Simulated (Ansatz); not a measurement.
```
CELL_PARAMETERS angstrom
-2.30125 2.30125 5.43360
2.30125 -2.30125 5.43360
2.30125 2.30125 -5.43360
ATOMIC_POSITIONS crystal
Ba 0.00000 0.00000 0.00000
Ag 0.25000 0.75000 0.50000
Ag 0.75000 0.25000 0.50000
As 0.61580 0.61580 0.00000
As 0.38420 0.38420 0.00000
```

Question: What reflectivity and colour does Ansatz, LDA, independent particles, without spin-orbit coupling, line width 0.15 eV (Gaussian), carrier damping 0.1 eV give for this metal?

Answer: Reflectivity along the first axis:

```
E (eV)  R (%)
  1.00   30.8
  1.25   33.1
  1.50   37.8
  1.75   38.4
  2.00   37.5
  2.25   37.7
  2.50   39.0
  2.75   40.7
  3.00   42.8
  3.25   44.0
  3.50   41.3
  3.75   40.1
  4.00   41.7
  4.25   44.1
  4.50   45.6
  4.75   44.2
  5.00   41.0
```

The colour is light grey: CIE x = 0.321, y = 0.332, luminous reflectivity 43 % under D65, from the mean over the axes. The mesh is 8×8×8, and the carriers' damping is typed.

[Logs are printed without paths, hosts, clocks, repeated set-up lines and the standing remarks that a program may print on its own settings, such as how far it seeks lower states.]
